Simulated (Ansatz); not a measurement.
# Resistivity from frozen vibrations: Mg(0001) with 2 thermally displaced layers, 2x2, part 2 of 2

How much do lattice vibrations at 800 K scatter the electrons of Mg? Layers with random displacements are laid between perfect leads, and the resistance is followed against their length.

Ansatz 0.2.0; Ansatz plane-wave DFT, PBE, PAW files; ballistic transport by layer matching (Landauer), zero bias; PAW set soft_1.

So far, open channels per spin nearest the Fermi level: step 2 (with 2 displaced layers) 3.77.

## (3) With 6 displaced layers

Each atom of 6 layers is moved at random, by amounts drawn from a normal law 0.1736 Å wide in each direction from the Debye model (400 K) at 800 K. A fresh draw is used; the growth of the resistance with length is what counts.

System of this step: Mg(0001) with 6 thermally displaced layers, 2x2. The cell holds 64 atoms: 64 Mg. Its edges and angles: a = 6.419 Å, b = 6.419 Å, c = 41.683 Å, α = 90.0°, β = 90.0°, γ = 120.0°. It derives from Mg. Regions: lead, 40 atoms (40 Mg); scattering region, 24 atoms (24 Mg). The structure is stacked along c, and the current runs across the ab planes.

input.yaml

```yaml
crystal:
  lattice:
    - [6.41854, 0.0, 0.0]
    - [-3.20927, 5.5586186952, 0.0]
    - [0.0, 0.0, 41.68264]
  atoms:
    - { symbol: Mg, position: [0.1666666667, 0.3333333333, 0.03125] }
    - { symbol: Mg, position: [0.1666666667, 0.8333333333, 0.03125] }
    - { symbol: Mg, position: [0.6666666667, 0.3333333333, 0.03125] }
    - { symbol: Mg, position: [0.6666666667, 0.8333333333, 0.03125] }
    - { symbol: Mg, position: [0.3333333333, 0.1666666667, 0.09375] }
    - { symbol: Mg, position: [0.3333333333, 0.6666666667, 0.09375] }
    - { symbol: Mg, position: [0.8333333333, 0.1666666667, 0.09375] }
    - { symbol: Mg, position: [0.8333333333, 0.6666666667, 0.09375] }
    - { symbol: Mg, position: [0.1666666667, 0.3333333333, 0.15625] }
    - { symbol: Mg, position: [0.1666666667, 0.8333333333, 0.15625] }
    - { symbol: Mg, position: [0.6666666667, 0.3333333333, 0.15625] }
    - { symbol: Mg, position: [0.6666666667, 0.8333333333, 0.15625] }
    - { symbol: Mg, position: [0.3333333333, 0.1666666667, 0.21875] }
    - { symbol: Mg, position: [0.3333333333, 0.6666666667, 0.21875] }
    - { symbol: Mg, position: [0.8333333333, 0.1666666667, 0.21875] }
    - { symbol: Mg, position: [0.8333333333, 0.6666666667, 0.21875] }
    - { symbol: Mg, position: [0.1666666667, 0.3333333333, 0.28125] }
    - { symbol: Mg, position: [0.1666666667, 0.8333333333, 0.28125] }
    - { symbol: Mg, position: [0.6666666667, 0.3333333333, 0.28125] }
    - { symbol: Mg, position: [0.6666666667, 0.8333333333, 0.28125] }
    - { symbol: Mg, position: [0.3592405842, 0.1696031262, 0.3406530688] }
    - { symbol: Mg, position: [0.3012520086, 0.6523696716, 0.3446671887] }
    - { symbol: Mg, position: [0.8027562075, 0.1601331001, 0.3430867728] }
    - { symbol: Mg, position: [0.85131572, 0.673371511, 0.3452302501] }
    - { symbol: Mg, position: [0.1469562614, 0.3292848716, 0.4095155286] }
    - { symbol: Mg, position: [0.1874008734, 0.7940066169, 0.4125560154] }
    - { symbol: Mg, position: [0.7152748945, 0.3577374736, 0.407351549] }
    - { symbol: Mg, position: [0.6809455263, 0.878874383, 0.4144151529] }
    - { symbol: Mg, position: [0.402606392, 0.2077437286, 0.4702386128] }
    - { symbol: Mg, position: [0.300578548, 0.6665275425, 0.4714844448] }
    - { symbol: Mg, position: [0.8046537261, 0.1790082429, 0.4705405308] }
    - { symbol: Mg, position: [0.8336685362, 0.6296809258, 0.4659937803] }
    - { symbol: Mg, position: [0.136591729, 0.2967947524, 0.5384950679] }
    - { symbol: Mg, position: [0.1583898553, 0.8436086486, 0.530172956] }
    - { symbol: Mg, position: [0.7301205109, 0.3745746038, 0.5338881324] }
    - { symbol: Mg, position: [0.6078739104, 0.8349584503, 0.5340977891] }
    - { symbol: Mg, position: [0.3508405483, 0.1473664361, 0.6013393066] }
    - { symbol: Mg, position: [0.2872840899, 0.6460039416, 0.5976448061] }
    - { symbol: Mg, position: [0.8659324796, 0.2292110881, 0.5945352475] }
    - { symbol: Mg, position: [0.8103087574, 0.6548735292, 0.5892049996] }
    - { symbol: Mg, position: [0.1419506047, 0.3530241384, 0.6586707563] }
    - { symbol: Mg, position: [0.1898997042, 0.8097633386, 0.6632857159] }
    - { symbol: Mg, position: [0.6834809797, 0.3825097315, 0.6544472975] }
    - { symbol: Mg, position: [0.6506727229, 0.8411353406, 0.6605463583] }
    - { symbol: Mg, position: [0.3333333333, 0.1666666667, 0.71875] }
    - { symbol: Mg, position: [0.3333333333, 0.6666666667, 0.71875] }
    - { symbol: Mg, position: [0.8333333333, 0.1666666667, 0.71875] }
    - { symbol: Mg, position: [0.8333333333, 0.6666666667, 0.71875] }
    - { symbol: Mg, position: [0.1666666667, 0.3333333333, 0.78125] }
    - { symbol: Mg, position: [0.1666666667, 0.8333333333, 0.78125] }
    - { symbol: Mg, position: [0.6666666667, 0.3333333333, 0.78125] }
    - { symbol: Mg, position: [0.6666666667, 0.8333333333, 0.78125] }
    - { symbol: Mg, position: [0.3333333333, 0.1666666667, 0.84375] }
    - { symbol: Mg, position: [0.3333333333, 0.6666666667, 0.84375] }
    - { symbol: Mg, position: [0.8333333333, 0.1666666667, 0.84375] }
    - { symbol: Mg, position: [0.8333333333, 0.6666666667, 0.84375] }
    - { symbol: Mg, position: [0.1666666667, 0.3333333333, 0.90625] }
    - { symbol: Mg, position: [0.1666666667, 0.8333333333, 0.90625] }
    - { symbol: Mg, position: [0.6666666667, 0.3333333333, 0.90625] }
    - { symbol: Mg, position: [0.6666666667, 0.8333333333, 0.90625] }
    - { symbol: Mg, position: [0.3333333333, 0.1666666667, 0.96875] }
    - { symbol: Mg, position: [0.3333333333, 0.6666666667, 0.96875] }
    - { symbol: Mg, position: [0.8333333333, 0.1666666667, 0.96875] }
    - { symbol: Mg, position: [0.8333333333, 0.6666666667, 0.96875] }
kpoints:
  mp_grid: { grid: [4, 4, 1] }
hamiltonian:
  xc: pbe
  pseudopotentials: { kind: paw, azcp: { folder: soft_1 } }
scf:
  occupations: { method: fermi_dirac, width: 0.1 }
output:
  transmission: { leads: [[0, 8]], kmesh: [8, 8], e_range: [-0.05, 0.05], de: 0.05 }
  write_potential: true
  write_density: true
  volumetric_format: npy
```

The run is started by

```sh
> ansatz run input.yaml --threads 4 --pin off --max-ram 15360MiB --backend cpu --events-out ev --progress --plain --runs-dir out
```

Numbers of over 12 decimals in the logs are rounded to 6 here.

Log:

```text
[...]
Crystal: 64 atoms, lattice volume = 1487.162 Å³
Basis set: ecut = 420 eV, 29155 PW (Γ)
Bands: 384, of which v1, the nominal top of the filled ones, is band 320 counted from 1 (319 counted from 0)
Symmetry: 1 space group operations
[...]
k-points: 10 of 16 (time reversal used)
[...]
SCF iter   1: F=—  HF=-123122.020259 eV  |F-HF|=—  |Δ(HF+E_count)|=         —  Δρ=1.39e-2  dr2=5.41e0  ethr=3.10e-3  ⟨swp⟩=8.6  Hψ=15759  notcnv=0  defer=34
[...]
SCF iter   9: F=-123121.279822 eV  HF=-123121.279822 eV  |F-HF|=2.70e-8  |Δ(HF+E_count)|=   6.38e-8  Δρ=8.02e-7  dr2=3.29e-8  ethr=1.56e-11  ⟨swp⟩=10.9  Hψ=14612  notcnv=0
SCF 1 converged in 9 iterations: F = -123121.279822 eV  dr2 = 3.29e-8
[...]
transmission: 228 of 2244 steps passed
transmission: 452 of 2244 steps passed
[...]
transmission: 2244 of 2244 steps passed
SCF converged after 9 iterations
Free energy (F): -123121.279822 eV
[...]
Internal energy: -123120.636302 eV  (E = F + TS)
E sigma→0 (E₀):  -123120.958062 eV
Entropy (-TS):   -0.643520 eV (-10.055 meV/atom)
Fermi energy:    5.501742 eV
[...]
--- Band table (eV; the first three rows and the last of 10) ---
  k-point 0: bands = [... 316 lower, 4.3951, 4.4146, 4.4532, 4.4634, 4.5341, 5.0369, 5.0425, 5.0566, ... 60 higher]
  k-point 1: bands = [... 316 lower, 4.9912, 5.0501, 5.2258, 5.2602, 5.6213, 5.6404, 5.6549, 5.6638, ... 60 higher]
  k-point 2: bands = [... 316 lower, 5.9690, 6.0279, 6.0463, 6.1008, 6.4209, 6.4521, 6.4633, 6.5584, ... 60 higher]
  k-point 9: bands = [... 316 lower, 5.9170, 5.9878, 6.0389, 6.0772, 6.3829, 6.4252, 6.4427, 6.5898, ... 60 higher]
--- Transmission ---
  basis      : 313 plane waves across, 66 finite elements along
  points     : 34, standing for a mesh of 8 x 8
[...]
channels       : 3.765625e0 a spin
[...]
junction   : crystal 0 to crystal 0, 0.70 to 37.17 Å
    transmission   : 3.164986e0 a spin
[...]
```

The job ended after 15 min (4 threads of Arm Neoverse V1, shared host; peak memory 9.7 GiB; 59 min of CPU time).

This step gave:

| Quantity | Value |
| --- | --- |
| free energy | -123121.2798 eV |
| energy at zero smearing | -123120.9581 eV |
| Fermi energy | 5.502 eV |
| transmission per spin nearest the Fermi level | 3.165 |
| step of the lead's potential | 11.6 meV |

Per spin. Transmission, zone mean against energy, zero at the Fermi level:

```tsv
energy (eV)	transmission, zone mean
-0.0500	3.12
0.0000	3.16
0.0500	3.08
```

Over the solved energies the transmission per spin lies between 3.08 and 3.16, out of 3.77 channels of the lead on average (up to 3.77).

## (4) With 10 displaced layers

Each atom of 10 layers is moved at random, by amounts drawn from a normal law 0.1736 Å wide in each direction from the Debye model (400 K) at 800 K. A fresh draw is used; the growth of the resistance with length is what counts.

System of this step: Mg(0001) with 10 thermally displaced layers, 2x2. The cell holds 80 atoms: 80 Mg. Cell: a = 6.419 Å, b = 6.419 Å, c = 52.103 Å, α = 90.0°, β = 90.0°, γ = 120.0°. It derives from Mg. Regions: lead, 40 atoms (40 Mg); scattering region, 40 atoms (40 Mg). The structure is stacked along c, and the current runs across the ab planes.

input.yaml

```yaml
crystal:
  lattice:
    - [6.41854, 0.0, 0.0]
    - [-3.20927, 5.5586186952, 0.0]
    - [0.0, 0.0, 52.1033]
  atoms:
    - { symbol: Mg, position: [0.1666666667, 0.3333333333, 0.025] }
    - { symbol: Mg, position: [0.1666666667, 0.8333333333, 0.025] }
    - { symbol: Mg, position: [0.6666666667, 0.3333333333, 0.025] }
    - { symbol: Mg, position: [0.6666666667, 0.8333333333, 0.025] }
    - { symbol: Mg, position: [0.3333333333, 0.1666666667, 0.075] }
    - { symbol: Mg, position: [0.3333333333, 0.6666666667, 0.075] }
    - { symbol: Mg, position: [0.8333333333, 0.1666666667, 0.075] }
    - { symbol: Mg, position: [0.8333333333, 0.6666666667, 0.075] }
    - { symbol: Mg, position: [0.1666666667, 0.3333333333, 0.125] }
    - { symbol: Mg, position: [0.1666666667, 0.8333333333, 0.125] }
    - { symbol: Mg, position: [0.6666666667, 0.3333333333, 0.125] }
    - { symbol: Mg, position: [0.6666666667, 0.8333333333, 0.125] }
    - { symbol: Mg, position: [0.3333333333, 0.1666666667, 0.175] }
    - { symbol: Mg, position: [0.3333333333, 0.6666666667, 0.175] }
    - { symbol: Mg, position: [0.8333333333, 0.1666666667, 0.175] }
    - { symbol: Mg, position: [0.8333333333, 0.6666666667, 0.175] }
    - { symbol: Mg, position: [0.1666666667, 0.3333333333, 0.225] }
    - { symbol: Mg, position: [0.1666666667, 0.8333333333, 0.225] }
    - { symbol: Mg, position: [0.6666666667, 0.3333333333, 0.225] }
    - { symbol: Mg, position: [0.6666666667, 0.8333333333, 0.225] }
    - { symbol: Mg, position: [0.3285442186, 0.1483777648, 0.2705306853] }
    - { symbol: Mg, position: [0.303272585, 0.6823678874, 0.2782979973] }
    - { symbol: Mg, position: [0.8121103271, 0.1331090471, 0.2779092177] }
    - { symbol: Mg, position: [0.7875621751, 0.6443940954, 0.2770694031] }
    - { symbol: Mg, position: [0.1118340648, 0.3454015277, 0.323061812] }
    - { symbol: Mg, position: [0.1684404382, 0.8309688079, 0.325673501] }
    - { symbol: Mg, position: [0.6736003542, 0.3096457719, 0.3297351047] }
    - { symbol: Mg, position: [0.6994845557, 0.859687192, 0.3288816486] }
    - { symbol: Mg, position: [0.3678200611, 0.1930313332, 0.3752518988] }
    - { symbol: Mg, position: [0.2926298031, 0.6624485539, 0.3724357646] }
    - { symbol: Mg, position: [0.7988842944, 0.1747393995, 0.3731054361] }
    - { symbol: Mg, position: [0.7891879608, 0.6340886899, 0.3758944399] }
    - { symbol: Mg, position: [0.1970221804, 0.3746400871, 0.4249536325] }
    - { symbol: Mg, position: [0.2167483703, 0.8771328575, 0.4288326697] }
    - { symbol: Mg, position: [0.6218736688, 0.3717110785, 0.4261317077] }
    - { symbol: Mg, position: [0.6839273688, 0.8449285641, 0.4262754526] }
    - { symbol: Mg, position: [0.3363682412, 0.1554560652, 0.4686632258] }
    - { symbol: Mg, position: [0.3178349518, 0.6415622272, 0.4785994029] }
    - { symbol: Mg, position: [0.8268258204, 0.1692740065, 0.4721688782] }
    - { symbol: Mg, position: [0.8193407926, 0.6663064333, 0.4700503195] }
    - { symbol: Mg, position: [0.1731436746, 0.330020183, 0.521048854] }
    - { symbol: Mg, position: [0.1098066142, 0.8493584371, 0.5240083678] }
    - { symbol: Mg, position: [0.6486417229, 0.3259570801, 0.5310529997] }
    - { symbol: Mg, position: [0.6666723117, 0.8360388726, 0.5200446623] }
    - { symbol: Mg, position: [0.3922229309, 0.1953242614, 0.5785553218] }
    - { symbol: Mg, position: [0.3489386738, 0.6952982367, 0.5762360973] }
    - { symbol: Mg, position: [0.8475433398, 0.1619129432, 0.5700885981] }
    - { symbol: Mg, position: [0.8309449354, 0.6062285029, 0.5742004647] }
    - { symbol: Mg, position: [0.1448475115, 0.3007597588, 0.6270430957] }
    - { symbol: Mg, position: [0.1544249572, 0.819687819, 0.6267322563] }
    - { symbol: Mg, position: [0.67546741, 0.3767179072, 0.6261711454] }
    - { symbol: Mg, position: [0.6234714719, 0.7726045187, 0.620642205] }
    - { symbol: Mg, position: [0.3619419847, 0.1650860566, 0.6740565491] }
    - { symbol: Mg, position: [0.3577518922, 0.6266033167, 0.6730484264] }
    - { symbol: Mg, position: [0.8297068338, 0.1849808206, 0.6727889174] }
    - { symbol: Mg, position: [0.7916719808, 0.6165300745, 0.6774303937] }
    - { symbol: Mg, position: [0.1810330957, 0.3184537796, 0.7255442938] }
    - { symbol: Mg, position: [0.1243318652, 0.8185963227, 0.7295917133] }
    - { symbol: Mg, position: [0.7064201284, 0.4054971781, 0.7223768563] }
    - { symbol: Mg, position: [0.6793101611, 0.8272267392, 0.7268854614] }
    - { symbol: Mg, position: [0.3333333333, 0.1666666667, 0.775] }
    - { symbol: Mg, position: [0.3333333333, 0.6666666667, 0.775] }
    - { symbol: Mg, position: [0.8333333333, 0.1666666667, 0.775] }
    - { symbol: Mg, position: [0.8333333333, 0.6666666667, 0.775] }
    - { symbol: Mg, position: [0.1666666667, 0.3333333333, 0.825] }
    - { symbol: Mg, position: [0.1666666667, 0.8333333333, 0.825] }
    - { symbol: Mg, position: [0.6666666667, 0.3333333333, 0.825] }
    - { symbol: Mg, position: [0.6666666667, 0.8333333333, 0.825] }
    - { symbol: Mg, position: [0.3333333333, 0.1666666667, 0.875] }
    - { symbol: Mg, position: [0.3333333333, 0.6666666667, 0.875] }
    - { symbol: Mg, position: [0.8333333333, 0.1666666667, 0.875] }
    - { symbol: Mg, position: [0.8333333333, 0.6666666667, 0.875] }
    - { symbol: Mg, position: [0.1666666667, 0.3333333333, 0.925] }
    - { symbol: Mg, position: [0.1666666667, 0.8333333333, 0.925] }
    - { symbol: Mg, position: [0.6666666667, 0.3333333333, 0.925] }
    - { symbol: Mg, position: [0.6666666667, 0.8333333333, 0.925] }
    - { symbol: Mg, position: [0.3333333333, 0.1666666667, 0.975] }
    - { symbol: Mg, position: [0.3333333333, 0.6666666667, 0.975] }
    - { symbol: Mg, position: [0.8333333333, 0.1666666667, 0.975] }
    - { symbol: Mg, position: [0.8333333333, 0.6666666667, 0.975] }
kpoints:
  mp_grid: { grid: [4, 4, 1] }
hamiltonian:
  xc: pbe
  pseudopotentials: { kind: paw, azcp: { folder: soft_1 } }
scf:
  occupations: { method: fermi_dirac, width: 0.1 }
output:
  transmission: { leads: [[0, 8]], kmesh: [8, 8], e_range: [-0.05, 0.05], de: 0.05 }
  write_potential: true
  write_density: true
  volumetric_format: npy
```

Log:

```text
[...]
Crystal: 80 atoms, lattice volume = 1858.953 Å³
Basis set: ecut = 420 eV, 36475 PW (Γ)
Bands: 480, of which v1, the nominal top of the filled ones, is band 400 counted from 1 (399 counted from 0)
Symmetry: 1 space group operations
[...]
k-points: 10 of 16 (time reversal used)
[...]
SCF iter   1: F=—  HF=-153901.064425 eV  |F-HF|=—  |Δ(HF+E_count)|=         —  Δρ=1.41e-2  dr2=7.75e0  ethr=3.10e-3  ⟨swp⟩=8.8  Hψ=19959  notcnv=0  defer=54
[...]
SCF iter  10: F=-153900.014334 eV  HF=-153900.014334 eV  |F-HF|=2.59e-9  |Δ(HF+E_count)|=   2.12e-9  Δρ=2.22e-7  dr2=3.63e-9  ethr=1.25e-11  ⟨swp⟩=9.8  Hψ=15320  notcnv=0
SCF 1 converged in 10 iterations: F = -153900.014334 eV  dr2 = 3.63e-9
[...]
transmission: 284 of 2822 steps passed
transmission: 568 of 2822 steps passed
[...]
transmission: 2822 of 2822 steps passed
SCF converged after 10 iterations
Free energy (F): -153900.014334 eV
[...]
Internal energy: -153899.113076 eV  (E = F + TS)
E sigma→0 (E₀):  -153899.563705 eV
Entropy (-TS):   -0.901259 eV (-11.266 meV/atom)
Fermi energy:    5.473746 eV
[...]
--- Band table (eV; the first three rows and the last of 10) ---
  k-point 0: bands = [... 396 lower, 4.4131, 4.4656, 4.4884, 4.5238, 4.5407, 4.9653, 5.0141, 5.0243, ... 76 higher]
  k-point 1: bands = [... 396 lower, 5.0006, 5.0517, 5.3438, 5.3960, 5.4500, 5.4637, 5.5237, 5.5400, ... 76 higher]
  k-point 2: bands = [... 396 lower, 6.0714, 6.1387, 6.1724, 6.1945, 6.2333, 6.2537, 6.3124, 6.3329, ... 76 higher]
  k-point 9: bands = [... 396 lower, 6.1223, 6.1347, 6.1492, 6.1665, 6.2072, 6.2674, 6.2954, 6.3427, ... 76 higher]
--- Transmission ---
  basis      : 313 plane waves across, 83 finite elements along
  points     : 34, standing for a mesh of 8 x 8
[...]
channels       : 3.765625e0 a spin
[...]
junction   : crystal 0 to crystal 0, 0.70 to 47.59 Å
    transmission   : 2.829791e0 a spin
[...]
```

Wall time 22 min (4 threads); peak memory 9.8 GiB.

This step gave:

```yaml
free_energy: -153900.0143 eV
energy_at_zero_smearing: -153899.5637 eV
fermi_energy: 5.474 eV
transmission_per_spin_nearest_the_fermi_level: 2.830
step_of_the_lead_s_potential: 3.5 meV
```

Per spin. Transmission, zone mean against energy, zero at the Fermi level:

```tsv
energy (eV)	transmission, zone mean
-0.0500	2.70
0.0000	2.83
0.0500	2.81
```

Over the solved energies the transmission per spin lies between 2.70 and 2.83, out of 3.70 channels of the lead on average (up to 3.77).

## (5) The fit

This step: Ansatz plane-wave DFT, PBE, PAW files; ballistic transport by layer matching (Landauer), zero bias; resistivity from the slope of the area resistance; PAW set soft_1 (Ansatz 0.2.0).

Numbers from this step:

* resistivity: 16.11 µΩ cm
* intercept: -0.004626 fΩ m²
* scatter about the fit: 0.003154 fΩ m²

Resistance, by row:

```tsv
run	length (Å)	T	channels N	RA (fΩ m²)
n2	5.21	3.515	3.734	0.07709
n6	15.63	3.123	3.766	0.2517
n10	26.05	2.78	3.703	0.4129
```

Table of area resistance by length of the displaced region:

```tsv
length of the displaced region (Å)	area resistance (fΩ m²)
5.21	0.0771
15.63	0.252
26.05	0.413
```

The area resistance goes from 0.077 to 0.41 fΩ m² between 5.2 and 26.1 Å, a slope of 16 µΩ cm.

By hand from the end points: (0.4129 − 0.07709) fΩ m² / (26.05 − 5.21) Å = 16 µΩ cm, since 1 fΩ m² per Å is 1000 µΩ cm.

## (6) Outcome

| Quantity | Value |
| --- | --- |
| resistivity from the slope | 16.1 µΩ cm |
| area resistance over 5.21 Å | 0.0771 fΩ m² |
| area resistance over 15.6 Å | 0.252 fΩ m² |
| area resistance over 26.1 Å | 0.413 fΩ m² |

The slope gives 16 µΩ cm. The points scatter by 0.0032 fΩ m² about the line, with one random draw a length in a 2x2 cell, so the slope is a rough value. The mean square of the displacements drawn is 0.73, 0.99 and 0.93 of the nominal one at the three lengths; with each resistance scaled back by that, the slope is 16 µΩ cm, the value used below. The lead's own channel count moves between the runs (3.73, 3.77 and 3.70), which shifts RA and the slope too. Read with a model of isotropic scattering on a spherical Fermi surface and the lead's 0.81×10¹⁵ S/m², this slope means a mean free path near 63 Å; over these lengths the model's slope is 1.11 times its bulk resistivity, which would be 15 µΩ cm. Uncorrelated displacements put too much weight on short waves, which scatter strongly; with the sideways repeat of a small cell, one draw and three short lengths, the method is good to a factor of two or three.

[Logs are printed without paths, hosts, clocks, repeated set-up lines and the standing remarks that a program may print on its own settings, such as how far it seeks lower states.]

[Hosts, paths, dates, database ids (printed as entryN), source tags and the programs' standing remarks are cut or masked in the printed files.]
